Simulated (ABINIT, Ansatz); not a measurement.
# Quasiparticle gap of SF6 (Im-3m) in ABINIT, part 2 of 2

Aim: the G0W0 gap of SF6 (Im-3m) on LDA, step by step.

ABINIT 10.8.3; LDA and many-body steps on it, plane waves. Known limits of the many-body steps: not at the basis limit; coarse k mesh.

So far. Step 2 (Ground state): The gap is direct, at Γ. Step 3 (Bands along the symmetry lines): The gap is 6.132 eV, as in the run before at this level.

### Step 4. Empty states on the mesh, 2×2×2 mesh, 194 bands

Level of this step: DFT, LDA, plane waves, norm-conserving pseudopotentials (ABINIT).

The sums over transitions need many empty states on a uniform mesh; this step solves for them.

The input, run.abi:

```
acell 3*1.0 Angstrom
rprim 
  -2.873504736200 2.873504736200 2.873504736200
  2.873504736200 -2.873504736200 2.873504736200
  2.873504736200 2.873504736200 -2.873504736200
ntypat 2
znucl 16 9
natom 7
typat 1 2 2 2 2 2 2
xred 
  0.000000000000 0.000000000000 0.000000000000
  0.725627210000 0.725627210000 0.000000000000
  0.274372790000 0.274372790000 0.000000000000
  0.000000000000 0.274372790000 0.274372790000
  0.000000000000 0.725627210000 0.725627210000
  0.725627210000 0.000000000000 0.725627210000
  0.274372790000 0.000000000000 0.274372790000
pp_dirpath "pseudos"
pseudos "S.upf, F.upf"
ecut 36
ngkpt 2 2 2
nshiftk 1
shiftk 0 0 0
kptopt 1
chksymbreak 0
iscf -2
irdden 1
istwfk *1
nband 194
nbdbuf 16
tolwfr 1e-09
nstep 60
prtvol 0
indata_prefix "in"
outdata_prefix "out"
tmpdata_prefix "tmp"
```

The run is started by

```console
> OMP_NUM_THREADS=1 mpirun -n 3 abinit run.abi > log
```

Numbers of over 12 decimals in the logs are rounded to 6 here.

The program printed:

```text
.Version 10.8.3 of ABINIT. v10.8.2 released Aug 2026.

 Symmetries : space group Im -3 m (#229); Bravais cI (body-center cubic)
[... echo of the input left out ...]
== DATASET  1 ==================================================================
-   mpi_nproc: 3, omp_nthreads: 1 (-1 if OMP is not activated)

--- !DatasetInfo
iteration_state: {dtset: 1, }
dimensions: {natom: 7, nkpt: 3, mband: 194, nsppol: 1, nspinor: 1, nspden: 1, mpw: 6620, }
cutoff_energies: {ecut:  36.0, pawecutdg:  -1.0, }
electrons: {nelect:   4.80000000E+01, charge:   0.00000000E+00, occopt:   1.00000000E+00, tsmear:   1.00000000E-02, }

 Real(R)+Recip(G) space primitive vectors, cartesian coordinates (Bohr,Bohr^-1):
 R(1)= -5.4301370  5.4301370  5.4301370  G(1)=  0.0000000  0.0920787  0.0920787
 R(2)=  5.4301370 -5.4301370  5.4301370  G(2)=  0.0920787  0.0000000  0.0920787
 R(3)=  5.4301370  5.4301370 -5.4301370  G(3)=  0.0920787  0.0920787  0.0000000
 Unit cell volume ucvol=  6.4046049E+02 bohr^3
 Angles (23,13,12)=  1.09471221E+02  1.09471221E+02  1.09471221E+02 degrees

 getcut: wavevector=  0.0000  0.0000  0.0000  ngfft=  54  54  54
         ecut(hartree)=     36.000   => boxcut(ratio)=   2.12572

--- Pseudopotential description ------------------------------------------------
- S Generated using ONCVPSP code by D. R. Hamann
- 16.00000   6.00000  180309                  znucl, zion, pspdat
12 -1012 2 -1 1132                            pspcod,pspxc,lmax,lloc,mmax
     nproj     2     2     2
  pspatm : epsatm=    8.64647033
         --- l  ekb(1:nproj) -->
             0    6.829465    0.577472
             1    3.264508    0.889325
             2   -2.858321   -0.603195
 pspatm: atomic psp has been read  and splines computed

- F Generated using ONCVPSP code by D. R. Hamann
-  9.00000   7.00000  201202                  znucl, zion, pspdat
12 -1012 2 -1 824                             pspcod,pspxc,lmax,lloc,mmax
     nproj     2     2     1
  pspatm : epsatm=    4.94580260
         --- l  ekb(1:nproj) -->
[...]
2   -2.364936
 pspatm: atomic psp has been read  and splines computed

--------------------------------------------------------------------------------

================================================================================
 prteigrs : about to open file out_EIG
 Non-SCF case, kpt    1 (  0.00000  0.00000  0.00000), residuals and eigenvalues=
  5.37E-11  7.68E-11  1.18E-10  9.62E-10  6.09E-11  1.36E-10  1.84E-10  1.16E-10
  4.55E-10  9.67E-10  7.63E-11  1.87E-10  7.97E-10  1.28E-10  5.69E-10  1.01E-10
  1.77E-10  9.53E-10  7.18E-11  1.01E-10  3.98E-10  1.34E-10  1.69E-10  4.99E-10
[...]
1.55E-06  3.52E-05
 -1.0638E+00 -9.3869E-01 -9.3869E-01 -9.3869E-01 -8.9063E-01 -8.9063E-01
 -5.2380E-01 -3.6509E-01 -3.6509E-01 -3.6509E-01 -2.7026E-01 -2.7026E-01
 -2.7026E-01 -2.6739E-01 -2.6739E-01 -1.8978E-01 -1.8978E-01 -1.8978E-01
[...]
2.8675E+00  2.8953E+00  2.8953E+00  2.9050E+00  2.9050E+00  2.9050E+00
  2.9487E+00  2.9487E+00  2.9660E+00  2.9665E+00  2.9665E+00  2.9666E+00
  2.9748E+00  2.9749E+00
 prteigrs : prtvol=0 or 1, do not print more k-points.

--- !ResultsGS
iteration_state: {dtset: 1, }
comment   : Summary of ground state results
lattice_vectors:
- [ -5.4301370,   5.4301370,   5.4301370, ]
- [  5.4301370,  -5.4301370,   5.4301370, ]
- [  5.4301370,   5.4301370,  -5.4301370, ]
lattice_lengths: [   9.40527,    9.40527,    9.40527, ]
lattice_angles: [109.471, 109.471, 109.471, ] # degrees, (23, 13, 12)
lattice_volume:   6.4046049E+02
convergence: {deltae:  0.000E+00, res2:  0.000E+00, residm:  9.932E-10, diffor:  0.000E+00, }
etotal    :  -1.58469637E+02
entropy   :   0.00000000E+00
fermie    :  -1.34689197E-01
cartesian_stress_tensor: null
pressure_GPa: null
xred      :
- [  0.0000E+00,   0.0000E+00,   0.0000E+00,  S]
- [  7.2563E-01,   7.2563E-01,  -3.7902E-18,  F]
- [  2.7437E-01,   2.7437E-01,  -1.4331E-18,  F]
- [ -1.4331E-18,   2.7437E-01,   2.7437E-01,  F]
- [ -3.7902E-18,   7.2563E-01,   7.2563E-01,  F]
- [  7.2563E-01,  -3.7902E-18,   7.2563E-01,  F]
- [  2.7437E-01,  -1.4331E-18,   2.7437E-01,  F]
cartesian_forces: null
force_length_stats: {min: null, max: null, mean: null, }

 Integrated electronic density in atomic spheres:
 ------------------------------------------------
 Atom  Sphere_radius  Integrated_density
[...]
================================================================================

 ----iterations are completed or convergence reached----

 Mean square residual over all n,k,spin=   38.201E-11; max=  99.325E-11
 reduced coordinates (array xred) for    7 atoms
[...]
0.725627210000     -0.000000000000      0.725627210000
       0.274372790000     -0.000000000000      0.274372790000

 cartesian coordinates (angstrom) at end:
    1      0.000000     0.000000     0.000000
    2     -0.000000     0.000000     4.170186
    3      0.000000    -0.000000     1.576823
    4      1.576823    -0.000000     0.000000
    5      4.170186     0.000000    -0.000000
    6      0.000000     4.170186    -0.000000
    7     -0.000000     1.576823     0.000000
 length scales=  1.889726125908  1.889726125908  1.889726125908 bohr
              =  1.000000000000  1.000000000000  1.000000000000 angstroms
 prteigrs : about to open file out_EIG
 Eigenvalues (hartree) for nkpt=   3  k points:
 kpt#   1, nband=194, wtk=  0.12500, kpt=  0.0000  0.0000  0.0000 (reduced coord)
[...]
2.82056    2.82056    2.82056    2.82556    2.86753    2.89528    2.89528    2.90502
   2.90502    2.90502    2.94872    2.94873    2.96599    2.96653    2.96654    2.96662
   2.97483    2.97491
 prteigrs : prtvol=0 or 1, do not print more k-points.

== END DATASET(S) ==============================================================
================================================================================

 -outvars: echo values of variables after computation  --------
            nband         194
             nkpt           3
          spgroup         229
 [... the other variables as echoed above ...]

 Calculation completed.
```

Run time: 94 s. Hardware: 3 MPI ranks of Intel Xeon Platinum 8259CL at 2.50GHz (Skylake/Cascade Lake), shared host; peak memory 0.36 GiB; 4.7 min of CPU time.

This step gave:

```yaml
gap: 6.132 eV
k_of_the_valence_top: 0, 0, 0
k_of_the_conduction_bottom: 0, 0, 0
least_direct_gap: 6.132 eV
k_points_computed: 3
lowest_point_of_the_top_converged_band_above_the_valence_top: 80.1982 eV
```

On this mesh the gap is 6.132 eV.

### Step 5. Screening, 2×2×2 mesh, 178 bands, screening to 176.9 eV

The RPA dielectric matrix is built and inverted for each q.

This step: RPA screening on LDA, plane waves, norm-conserving pseudopotentials.

Changes to run.abi since step 4:

```diff
@@ -25,10 +25,11 @@
 chksymbreak 0
-iscf -2
-irdden 1
 istwfk *1
-nband 194
-nbdbuf 16
-tolwfr 1e-09
-nstep 60
-prtvol 0
+occopt 1
+irdwfk 1
+optdriver 3
+nband 178
+ecuteps 6.5
+inclvkb 2
+awtr 1
+symchi 1
 indata_prefix "in"
@@ -36 +37,2 @@
 tmpdata_prefix "tmp"
+fftgw 31
```

The run is started by

```console
> OMP_NUM_THREADS=1 mpirun -n 4 abinit run.abi > log
```

The program printed:

```text
.Version 10.8.3 of ABINIT. v10.8.2 released Aug 2026.

 Symmetries : space group Im -3 m (#229); Bravais cI (body-center cubic)
[... echo of the input left out ...]
== DATASET  1 ==================================================================
-   mpi_nproc: 4, omp_nthreads: 1 (-1 if OMP is not activated)

--- !DatasetInfo
iteration_state: {dtset: 1, }
dimensions: {natom: 7, nkpt: 3, mband: 178, nsppol: 1, nspinor: 1, nspden: 1, mpw: 6620, }
cutoff_energies: {ecut:  36.0, pawecutdg:  -1.0, }
electrons: {nelect:   4.80000000E+01, charge:   0.00000000E+00, occopt:   1.00000000E+00, tsmear:   1.00000000E-02, }

 SCREENING: Calculation of the susceptibility and dielectric matrices

 Based on a program developped by R.W. Godby, V. Olevano, G. Onida, and L. Reining.
 Incorporated in ABINIT by V. Olevano, G.-M. Rignanese, and M. Torrent.
.Using double precision arithmetic ; gwpc =  8

[... cell and pseudopotentials left out ...]
--------------------------------------------------------------------------------

 ==== K-mesh for the wavefunctions ====
 Number of points in the irreducible wedge :     3
[... list of points left out ...]
 Together with 48 symmetry operations and time-reversal symmetry
 yields     8 points in the full Brillouin Zone.

 ==== Q-mesh for the screening function ====
 Number of points in the irreducible wedge :     3
[... list of points left out ...]
 Together with 48 symmetry operations and time-reversal symmetry
 yields     8 points in the full Brillouin Zone.

 setmesh: FFT mesh size selected  =    45x   45x   45
          total number of points  =        91125

 vcoul_init : cutoff-mode = AUXILIARY_FUNCTION
 q-points for optical limit:   1
     1)      0.000010    0.000020    0.000030

- screening: taking advantage of time-reversal symmetry
- Maximum band index for partially occupied states nbvw = 24
- Remaining bands to be divided among processors   nbcw = 154
- Number of bands treated by each node ~38

 Number of electrons calculated from density =   48.0000; Expected =   48.0000
 average of density, n =  0.074946
 r_s =    1.4714
 omega_plasma =   26.4077 [eV]

 calculating chi0 at frequencies [eV] :
  1    0.000000E+00    0.000000E+00
  2    0.000000E+00    2.640767E+01

--------------------------------------------------------------------------------
  q-point number  1        q = ( 0.000000, 0.000000, 0.000000) [r.l.u.]
--------------------------------------------------------------------------------
[... chi0 elements left out ...]
 For q-point:  0.000010 0.000020 0.000030
  dielectric constant =   1.7595
  dielectric constant without local fields =   2.0134

  Average fulfillment of the sum rule on Im[epsilon] for q-point    1 :     57.17  [%]
[... wings left out ...]
  q-point number  2        q = ( 0.500000, 0.000000, 0.000000) [r.l.u.]
--------------------------------------------------------------------------------
[... chi0 elements left out ...]
  Average fulfillment of the sum rule on Im[epsilon] for q-point    2 :     62.13  [%]

 [... 1 further q-points ...]
```

It took 75 s on 4 MPI ranks; peak memory 1.7 GiB.

This step gave:

- ε∞ with local fields, on this mesh, along the program's q direction: 1.760
- the same without local fields: 2.013
- plasma frequency: 26.41 eV
- plane waves in the screening matrix: 531

Local fields lower ε∞ by 13 %. On a Γ-centred mesh this coarse the value itself is usually too large, while a short band sum pulls it down.

### Step 6. Self-energy, 2×2×2 mesh, 178 bands, screening to 176.9 eV

The self-energy is evaluated for the states that the input lists, and the levels follow from it, in one-shot runs by the linearised quasiparticle equation.

This step: G0W0 on LDA, plane waves, norm-conserving pseudopotentials.

Changes to run.abi since step 5:

```diff
@@ -28,8 +28,15 @@
 irdwfk 1
-optdriver 3
+optdriver 4
 nband 178
+gwcalctyp 0
+ecutsigx 36
+symsigma 1
+nkptgw 1
+kptgw 
+  0.0000000000 0.0000000000 0.0000000000
+bdgw 
+  22 26
 ecuteps 6.5
-inclvkb 2
-awtr 1
-symchi 1
+irdscr 1
+ppmodel 1
 indata_prefix "in"
```

The program printed:

```text
.Version 10.8.3 of ABINIT. v10.8.2 released Aug 2026.

 Symmetries : space group Im -3 m (#229); Bravais cI (body-center cubic)
[... echo of the input left out ...]
== DATASET  1 ==================================================================
-   mpi_nproc: 4, omp_nthreads: 1 (-1 if OMP is not activated)

--- !DatasetInfo
iteration_state: {dtset: 1, }
dimensions: {natom: 7, nkpt: 3, mband: 178, nsppol: 1, nspinor: 1, nspden: 1, mpw: 6620, }
cutoff_energies: {ecut:  36.0, pawecutdg:  -1.0, }
electrons: {nelect:   4.80000000E+01, charge:   0.00000000E+00, occopt:   1.00000000E+00, tsmear:   1.00000000E-02, }

 SIGMA: Calculation of the GW corrections

 Based on a program developped by R.W. Godby, V. Olevano, G. Onida, and L. Reining.
 Incorporated in ABINIT by V. Olevano, G.-M. Rignanese, and M. Torrent.
.Using double precision arithmetic ; gwpc =  8

[... cell and pseudopotentials left out ...]
--------------------------------------------------------------------------------

 ==== K-mesh for the wavefunctions ====
 Number of points in the irreducible wedge :     3
[... list of points left out ...]
 Together with 48 symmetry operations and time-reversal symmetry
 yields     8 points in the full Brillouin Zone.

 ==== Q-mesh for screening function ====
 Number of points in the irreducible wedge :     3
[... list of points left out ...]
 Together with 48 symmetry operations and time-reversal symmetry
 yields     8 points in the full Brillouin Zone.

 vcoul_init : cutoff-mode = AUXILIARY_FUNCTION
 q-points for optical limit:   1
     1)      0.000010    0.000020    0.000030
 setmesh: FFT mesh size selected  =    45x   45x   45
          total number of points  =        91125

 Number of electrons calculated from density =   48.0000; Expected =   48.0000
 average of density, n =  0.074946
 r_s =    1.4714
 omega_plasma =   26.4077 [eV]

 === KS Band Gaps ===
  >>>> For spin  1
   Minimum direct gap =   6.1318 [eV], located at k-point      :   0.0000  0.0000  0.0000
   Fundamental gap    =   6.1318 [eV], Top of valence bands at :   0.0000  0.0000  0.0000
                                       Bottom of conduction at :   0.0000  0.0000  0.0000
 SIGMA fundamental parameters:
 PLASMON POLE MODEL  1
 number of plane-waves for SigmaX                 6603
 number of plane-waves for SigmaC and W            531
 number of plane-waves for wavefunctions          6603
 number of bands                                   178
 number of independent spin polarizations            1
 number of spinorial components                      1
 number of k-points in IBZ                           3
 number of q-points in IBZ                           3
 number of symmetry operations                      48
 number of k-points in BZ                            8
 number of q-points in BZ                            8
 number of frequencies for dSigma/dE                 9
 frequency step for dSigma/dE [eV]                0.25
 number of omega for Sigma on real axis              0
 max omega for Sigma on real axis  [eV]           0.00
 zcut for avoiding poles [eV]                     0.10

 EPSILON^-1 parameters (SCR file):
 dimension of the eps^-1 matrix on file            531
 dimension of the eps^-1 matrix used               531
 number of plane-waves for wavefunctions          6603
 number of bands                                   178
 number of q-points in IBZ                           3
 number of frequencies                               2
 number of real frequencies                          1
 number of imag frequencies                          1

 matrix elements of self-energy operator (all in [eV])

 Perturbative Calculation

--- !SelfEnergy_ee
iteration_state: {dtset: 1, }
kpoint     : [   0.000,    0.000,    0.000, ]
spin       : 1
KS_gap     :    6.132
QP_gap     :   11.770
Delta_QP_KS:    5.638
data: !SigmaeeData |
     Band     E0 <VxcDFT>   SigX SigC(E0)      Z dSigC/dE  Sig(E)    E-E0       E
       22  -3.665 -23.540 -31.261   4.861   0.839  -0.192 -25.939  -2.399  -6.064
       23  -3.665 -23.540 -31.261   4.861   0.839  -0.192 -25.939  -2.399  -6.064
       24  -3.665 -23.540 -31.261   4.861   0.839  -0.192 -25.939  -2.399  -6.064
       25   2.467 -18.486 -12.553  -2.218   0.872  -0.147 -15.247   3.239   5.706
       26   6.635 -10.216  -5.170  -2.356   0.907  -0.102  -7.775   2.441   9.076

== END DATASET(S) ==============================================================
================================================================================

 -outvars: echo values of variables after computation  --------
           etotal      0.0000000000E+00
            nband         178
             nkpt           3
          spgroup         229
 [... the other variables as echoed above ...]

 Calculation completed.
```

The job ended after 20 s (4 MPI ranks; peak memory 1.5 GiB).

Numbers from this step:

* G0W0 gap on the points computed: 11.77 eV
* starting gap on the mesh: 6.132 eV
* k of the valence top: 0, 0, 0
* k of the conduction bottom: 0, 0, 0
* Z at the valence top: 0.839
* Z at the conduction bottom: 0.872
* least direct G0W0 gap on the computed points: 11.77 eV

The gap on the mesh goes from 6.13 eV to 11.77 eV, a correction of +5.64 eV.

Limits: finite bands, cutoff and mesh; coarse k mesh. v1 is the top filled band, c1 the lowest empty one. The levels before and after the correction (eV, zero at the valence-band top of each column):

```tsv
	conduction bottom	valence top
Kohn-Sham	6.13	0.00
G0W0	11.77	0.00
```

```tsv
	level	energy (eV)
Kohn-Sham	Γ v3-v1	0.000
Kohn-Sham	Γ c1	6.132
Kohn-Sham	Γ c2	10.300
G0W0	Γ v3-v1	0.000
G0W0	Γ c1	11.770
G0W0	Γ c2	15.140
```

### Step 7. Where the time went

Times are wall times on the hardware named with each run, good to a factor of about two.

```tsv
step	time	share	memory (GiB)
ground state	85 s	25 %	0.46
bands along the symmetry lines	67 s	20 %	0.41
empty states on the mesh	94 s	27 %	0.36
screening	75 s	22 %	1.7
self-energy	20 s	6 %	1.5
```

### Step 8. Results

| Quantity | Value |
| --- | --- |
| LDA gap | 6.13 eV, direct |
| G0W0 gap on the mesh | 11.77 eV |
| GW settings | 2×2×2 mesh, 178 bands, screening to 176.9 eV, Godby-Needs plasmon pole |
| known limits | not at the basis limit; coarse k mesh |

What this shows: G0W0 moves the gap on the mesh from 6.13 eV to 11.77 eV (+5.64 eV), with Z of 0.84 and 0.87 at the edges. Local fields lower the RPA ε∞ on this mesh from 2.01 to 1.76; a Γ-centred mesh this coarse tends to raise both, most where the direct gap is narrow, while a short band sum lowers them. Only 1 of the mesh's irreducible points was corrected, so a valley elsewhere could overtake. Bands and cutoff are finite, so the gap is not at the basis limit. The miss can reach some tenths of an eV and take either sign; the mesh is an error of its own. In the G0W0 run levels were corrected at 1 k point alone, so a gap called «on the mesh» is the least over those, and an edge elsewhere would be missed. The 2×2×2 mesh is coarse for this cell, which bears on the long-range parts of exchange and screening.

[Paths, hosts, dates, memory and timing lines, banners, echoed tables and standing remarks are left out of the program output.]

[Logs are printed without paths, hosts, clocks, repeated set-up lines and the standing remarks that a program may print on its own settings, such as how far it seeks lower states.]

[Runs of the session that timed out or met a known fault of the program may be left out.]

[Hosts, paths, dates, database ids (printed as entryN), source tags and the programs' standing remarks are cut or masked in the printed files.]

[G0W0 gaps are taken among the corrected bands and points alone; a level outside them can change the order at an edge.]

[Where Ansatz stands beside ABINIT at settings called matched, ABINIT's density can come from a denser mesh and the files from another edition; pairs whose starting gaps differed by over 0.03 eV were left out, so agreement reads better than it is.]
